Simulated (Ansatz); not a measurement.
Rows from a G0W0 calculation on SbAs (honeycomb monolayer) (Ansatz 0.2.0; G0W0 on PBEsol, plane waves, PAW; PAW set soft_1; 6×6×1 mesh, 192 empty bands, screening to 41 eV, PAW set soft_1 files), in eV. Spin-orbit coupling is left out.

```csv
row,k,band,start,Σx,Σc at the solution,Vxc
A,Γ,c1,-3.134,-9.271,-3.246,-13.369
B,"(0.000, 0.333, 0.000)",v1,-5.957,-14.621,1.445,-12.943
C,"(0.000, 0.333, 0.000)",c2,-1.631,-7.033,-3.606,-11.244
D,Γ,c2,-1.643,-9.367,-3.631,-13.829
E,Γ,v1,-5.019,-15.828,1.078,-14.721
F,"(0.000, 0.333, 0.000)",c1,-3.714,-8.031,-2.855,-11.485
```

Q: Give the quasiparticle energies and the shift of each level.

The quasiparticle equation reads E = start + Σx + Σc(E) − Vxc.

```csv
row,E (eV),shift (eV)
A,-2.283,+0.851
B,-6.190,−0.233
C,-1.027,+0.605
D,-0.811,+0.832
E,-5.048,−0.029
F,-3.115,+0.599
```

Limits: not at the basis limit; coarse mesh for a sheet; no spin-orbit coupling.

[Paths, hosts, dates, memory and timing lines, banners, echoed tables and standing remarks are left out of the program output.]

[Logs are printed without paths, hosts, clocks, repeated set-up lines and the standing remarks that a program may print on its own settings, such as how far it seeks lower states.]

[Runs of the session that timed out or met a known fault of the program may be left out.]

[Cells called generated may have been cut or substituted from an entry of the Crystallography Open Database or the Materials Project.]

[Hosts, paths, dates, database ids (printed as entryN), source tags and the programs' standing remarks are cut or masked in the printed files.]
